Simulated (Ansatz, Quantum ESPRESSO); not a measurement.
# ZrH2 (Fm-3m): zone-centre phonons

Aim: the zone-centre modes of ZrH2 (Fm-3m).

Method: DFT PBEsol, scalar-relativistic, plane waves, PseudoDojo norm-conserving pseudopotentials, in Quantum ESPRESSO 7.5.

This is a report of a sequence of runs, with most program output left out.

## 1. Starting point

Symmetry: Fm-3m, No. 225, cubic system. The conventional cell has a = 4.818 Å, b = 4.818 Å, c = 4.818 Å, α = 90.00°, β = 90.00°, γ = 90.00°. Nearest to Zr lie 8 H at 2.09 Å. Nearest to H lie 4 Zr at 2.09 Å. Farther neighbours are not listed.

## 2. A first look

Before anything dear is run, a loose run with smearing shows whether this is a metal and how far the cell is from rest.

Input file probe.in:

```
&control
   calculation = 'scf'
   prefix = 'x'
   outdir = './tmp'
   pseudo_dir = './pseudo'
   tprnfor = .true.
   tstress = .true.
   verbosity = 'high'
/
&system
   ibrav = 2
   celldm(1) = 9.10555085
   nat = 3
   ntyp = 2
   ecutwfc = 64.0
   occupations = 'smearing'
   smearing = 'gaussian'
   degauss = 0.01
/
&electrons
   conv_thr = 1.0d-07
   mixing_beta = 0.7
   electron_maxstep = 100
/
ATOMIC_SPECIES
 Zr     91.2240  Zr.upf
 H       1.0080  H.upf
ATOMIC_POSITIONS crystal
 Zr     0.000000000   0.000000000   0.000000000
 H      0.250000000   0.250000000   0.250000000
 H      0.750000000   0.750000000   0.750000000
K_POINTS automatic
 6 6 6 0 0 0
```

Launch:

```
> OMP_NUM_THREADS=1 mpirun -n 4 pw.x -nk 4 -in probe.in > probe.out
```

It took 2 s on 4 MPI ranks of Arm Neoverse V1, shared host; 7.8 s of CPU time.

Read from the output:

```yaml
volume_per_atom: 9.323 Å³
pressure: -4.727 GPa
gap_on_the_k_mesh: 0 eV
```

No gap opens on this mesh, so smearing is kept; the start stands at -4.7 GPa.

## 3. Relaxing the cell and atoms

The harmonic expansion starts where the forces on the atoms vanish, and stress shifts the frequencies, so cell and atoms are relaxed with tight thresholds.

Input file relax.in:

```
&control
   calculation = 'vc-relax'
   prefix = 'x'
   outdir = './tmp'
   pseudo_dir = './pseudo'
   tprnfor = .true.
   tstress = .true.
   forc_conv_thr = 2.0d-05
   etot_conv_thr = 1.0d-07
   nstep = 40
/
&system
   ibrav = 2
   celldm(1) = 9.10555085
   nat = 3
   ntyp = 2
   ecutwfc = 64.0
   occupations = 'smearing'
   smearing = 'mv'
   degauss = 0.02
/
&electrons
   conv_thr = 1.0d-11
   mixing_beta = 0.7
   electron_maxstep = 100
/
&ions
/
&cell
   press_conv_thr = 0.1
/
ATOMIC_SPECIES
 Zr     91.2240  Zr.upf
 H       1.0080  H.upf
ATOMIC_POSITIONS crystal
 Zr     0.000000000   0.000000000   0.000000000
 H      0.250000000   0.250000000   0.250000000
 H      0.750000000   0.750000000   0.750000000
K_POINTS automatic
 12 12 12 0 0 0
```

Launch:

```
> OMP_NUM_THREADS=1 mpirun -n 4 pw.x -nk 4 -in relax.in > relax.out
```

Wall time 30 s (4 MPI ranks).

Step by step:

```csv
step,energy less that of the first step (eV),largest force (eV/Å),pressure (GPa),volume (Å³)
1,0.0000,0.0000,-4.71,27.97
2,-0.0131,0.0000,-1.53,27.30
3,-0.0146,0.0000,0.08,26.99
4,-0.0146,0.0000,0.00,27.01
5,-0.0146,0.0000,0.00,27.01
6,-0.0138,0.0000,-0.04,27.01
```

```
conventional cell, symmetrised  before  after  change
                         a (Å)   4.818  4.763  -1.2 %
                         b (Å)   4.818  4.763  -1.2 %
                         c (Å)   4.818  4.763  -1.2 %
              volume (Å³/atom)    9.32   9.00  -3.4 %
```

The relaxed structure:

```
Zr H
1.0
    -2.38128    0.00000    2.38128
     0.00000    2.38128    2.38128
    -2.38128    2.38128    0.00000
Zr H
1 2
Direct
  0.00000 0.00000 0.00000
  0.25000 0.25000 0.25000
  0.75000 0.75000 0.75000
```

The last row of the table of steps is pw.x's closing run on a basis chosen anew for the final cell, so its energy can jump.

This step gave:

| Item | Value |
| --- | --- |
| volume per atom | 9.002 Å³ |
| pressure | -0.042 GPa |

The volume changes by -3.4 % from the cell with which this run began.

## 4. Self-consistent run for the response

Perturbation theory inherits every error of the wavefunctions, so the threshold is set near the limit of the arithmetic. Smearing stays on, as the first look found no gap above 0.3 eV.

Input file scf.in:

```
&control
   calculation = 'scf'
   prefix = 'x'
   outdir = './tmp'
   pseudo_dir = './pseudo'
   tprnfor = .true.
   tstress = .true.
/
&system
   ibrav = 2
   celldm(1) = 8.99992382
   nat = 3
   ntyp = 2
   ecutwfc = 64.0
   occupations = 'smearing'
   smearing = 'mv'
   degauss = 0.02
/
&electrons
   conv_thr = 1.0d-12
   mixing_beta = 0.7
   electron_maxstep = 100
/
ATOMIC_SPECIES
 Zr     91.2240  Zr.upf
 H       1.0080  H.upf
ATOMIC_POSITIONS crystal
 Zr     0.000000000   0.000000000   0.000000000
 H      0.250000000   0.250000000   0.250000000
 H      0.750000000   0.750000000   0.750000000
K_POINTS automatic
 12 12 12 0 0 0
```

Launch:

```
> OMP_NUM_THREADS=1 mpirun -n 4 pw.x -nk 4 -in scf.in > scf.out
```

The job ended after 7.9 s (4 MPI ranks).

The cell stands at -0.042 GPa, close enough for phonons.

## 5. Zone-centre response

At q = 0 one unit cell holds all displacements; symmetry groups them into irreducible representations that are solved one by one. With smeared occupations no response to a homogeneous field can be asked.

Input file ph.in:

```
phonons
&inputph
   prefix = 'x'
   outdir = './tmp'
   fildyn = 'g.dyn'
   tr2_ph = 1.0d-18
   alpha_mix(1) = 0.4
   nmix_ph = 8
/
0.000000000 0.000000000 0.000000000
```

Launch:

```
> OMP_NUM_THREADS=1 mpirun -n 4 ph.x -nk 4 -in ph.in > ph.out
```

It took 2.3 min on 4 MPI ranks.

This step gave:

- largest acoustic frequency at the zone centre before the sum rule: -8.5 cm⁻¹
- highest optical zone-centre mode (no LO-TO term): 1233 cm⁻¹
- lowest optical zone-centre mode: 1089 cm⁻¹

The acoustic modes at Γ come out as far as 8.5 cm⁻¹ from zero, where they should vanish, a small numerical error.

## 6. Modes with the sum rule

A rigid shift of the crystal must cost nothing, but grids and finite bases break this; the acoustic sum rule is imposed before the matrix is diagonalised again.

Input file dynmat.in:

```
&input
   fildyn = 'g.dyn'
   asr = 'simple'
   fileig = 'dynmat.eig'
/
```

Launch:

```
> dynmat.x -in dynmat.in > dynmat.out
```

Run time: 0.45 s. Hardware: 1 thread.

Read from the output:

| Property | Result |
| --- | --- |
| lowest optical zone-centre mode | 1090 cm⁻¹ |

Unit eigenvectors of the mass-weighted matrix after the sum rule; no LO-TO term. Modes at Γ, with each element's share of the kinetic energy:

| mode | frequency (cm⁻¹) | symmetry | Zr % | H % |
| --- | --- | --- | --- | --- |
| 1 | 0.0 | acoustic | 98 | 2 |
| 2 | 0.0 | acoustic | 98 | 2 |
| 3 | 0.0 | acoustic | 98 | 2 |
| 4 | 1089.6 | T1u | 2 | 98 |
| 5 | 1089.6 | T1u | 2 | 98 |
| 6 | 1089.6 | T1u | 2 | 98 |
| 7 | 1233.3 | T2g | 0 | 100 |
| 8 | 1233.3 | T2g | 0 | 100 |
| 9 | 1233.3 | T2g | 0 | 100 |

Displacements in mode 6 (1089.6 cm⁻¹), the largest set to 1:
```
Zr1  0.00  0.00 -0.02
H2   0.01  0.02  1.00
H3   0.01  0.02  1.00
```

Displacements in mode 7 (1233.3 cm⁻¹), the largest set to 1:
```
Zr1  0.00  0.00  0.00
H2   0.04  0.16  1.00
H3  -0.04 -0.16 -1.00
```

The rule also moves an optical mode by 0.5 cm⁻¹.

## 7. Sum rules set otherwise (asr no)

Without the rule the raw error of the acoustic modes shows.

Input file dynmat.in:

```
&input
   fildyn = 'g.dyn'
   asr = 'no'
   fileig = 'dynmat.eig'
/
```

Launch:

```
> dynmat.x -in dynmat.in > dynmat.out
```

Run time: 0.45 s. Hardware: 1 thread.

This step gave:

```yaml
lowest_optical_zone_centre_mode: 1089 cm⁻¹
```

Zone-centre frequencies as printed; negative means imaginary. Modes:

| mode | frequency (cm⁻¹) |
| --- | --- |
| 1 | -8.5 |
| 2 | -8.5 |
| 3 | -8.5 |
| 4 | 1089 |
| 5 | 1089 |
| 6 | 1089 |
| 7 | 1233 |
| 8 | 1233 |
| 9 | 1233 |

Against the first rule no mode moves by more than 8.6 cm⁻¹.

## 8. Sum rules set otherwise (asr crystal)

The rule can be imposed in more than one way; the choices should agree where the raw error is small.

Input file dynmat.in:

```
&input
   fildyn = 'g.dyn'
   asr = 'crystal'
   fileig = 'dynmat.eig'
/
```

Launch:

```
> dynmat.x -in dynmat.in > dynmat.out
```

Wall time 0.45 s (1 thread).

Zone-centre frequencies as printed; negative means imaginary. Modes:

| mode | frequency (cm⁻¹) |
| --- | --- |
| 1 | 0 |
| 2 | 0 |
| 3 | 0 |
| 4 | 1089 |
| 5 | 1089 |
| 6 | 1089 |
| 7 | 1233 |
| 8 | 1233 |
| 9 | 1233 |

Against the first rule no mode moves by more than 0.6 cm⁻¹.

## 9. A second program

The same cell goes through another code, with its own cutoff. It uses its own PAW datasets, so the potentials differ. Its k mesh is centred on Γ.

This step: DFT PBEsol, scalar-relativistic, plane waves, PAW (Ansatz 0.2.0).

Input file input.yaml:

```yaml
crystal:
  lattice:
    - [-2.3812772926, 0.0, 2.3812772926]
    - [0.0, 2.3812772926, 2.3812772926]
    - [-2.3812772926, 2.3812772926, 0.0]
  atoms:
    - { symbol: Zr, position: [0.0, 0.0, 0.0] }
    - { symbol: H, position: [0.25, 0.25, 0.25] }
    - { symbol: H, position: [0.75, 0.75, 0.75] }
kpoints:
  mp_grid: { grid: [12, 12, 12] }
hamiltonian:
  xc: pbesol
scf:
  occupations: { method: cold, width: 0.27211 }
output:
  eigenvalues: true
phonons:
  method: dfpt
```

Launch:

```
> ansatz run input.yaml --threads 4 --pin off --max-ram 8192MiB --backend cpu --events-out ev --progress --plain --runs-dir out
```

The job ended after 4 s (4 threads; peak memory 0.45 GiB; 14 s of CPU time).

This step gave:

- sum-rule residual before enforcement: 3.59e-5 eV/Å²
- highest optical zone-centre mode (no LO-TO term): 1234 cm⁻¹
- lowest optical zone-centre mode: 1091 cm⁻¹

## 10. The two compared: QE PseudoDojo and Ansatz, PAW

Numbers from this step:

```yaml
root_mean_square_difference: 0.9 cm⁻¹
largest_difference: 1.03 cm⁻¹
```

Frequencies side by side, by row:

```csv
q (reciprocal lattice),mode,QE PseudoDojo (cm⁻¹),"Ansatz, PAW (cm⁻¹)"
0 0 0,1,0,0
0 0 0,2,0,0
0 0 0,3,0,0
0 0 0,4,1090,1091
0 0 0,5,1090,1091
0 0 0,6,1090,1091
0 0 0,7,1233,1234
0 0 0,8,1233,1234
0 0 0,9,1233,1234
```

At the zone centre the largest difference (acoustic modes at Γ apart) is 0.08 % of the highest mode.

## 11. What came out

* space group after relaxation: Fm-3m
* volume per atom: 9.00 Å³
* highest optical zone-centre mode (no LO-TO term): 1233 cm⁻¹
* lowest optical zone-centre mode: 1090 cm⁻¹
* imaginary optical modes at the zone centre (no q mesh in this session): none
* largest difference from Ansatz, PAW: 1.03 cm⁻¹

What this shows: At the PBEsol level the optical modes of ZrH2 (Fm-3m) at the zone centre run from 1090 to 1233 cm⁻¹. Of the 6 optical modes, 3 are infrared active alone and 3 are Raman active alone; inversion symmetry keeps the two sets apart. QE PseudoDojo and Ansatz, PAW differ by 0.9 cm⁻¹ in the root mean square and by 1.0 cm⁻¹ at most, 0.1 % of the highest mode compared (acoustic modes at Γ left out); the two use different potentials, and the cell was not relaxed for the second set. These are harmonic frequencies at zero temperature: anharmonic shifts and linewidths and thermal expansion are left out. In a metal the frequencies hang on the k mesh and the smearing, most of all near Kohn anomalies. The relaxation ran at 64 Ry, under the 72 Ry recommended for these files; the stress of so short a basis can leave the cell about one per cent too small. The structure comes from a database and need not be the phase that is stable at ambient conditions.

[Host names and launcher messages were left out of these logs when they were recorded.]

[Logs are printed without paths, hosts, clocks, repeated set-up lines and the standing remarks that a program may print on its own settings, such as how far it seeks lower states.]

[Hosts, paths, dates, database ids (printed as entryN), source tags and the programs' standing remarks are cut or masked in the printed files.]
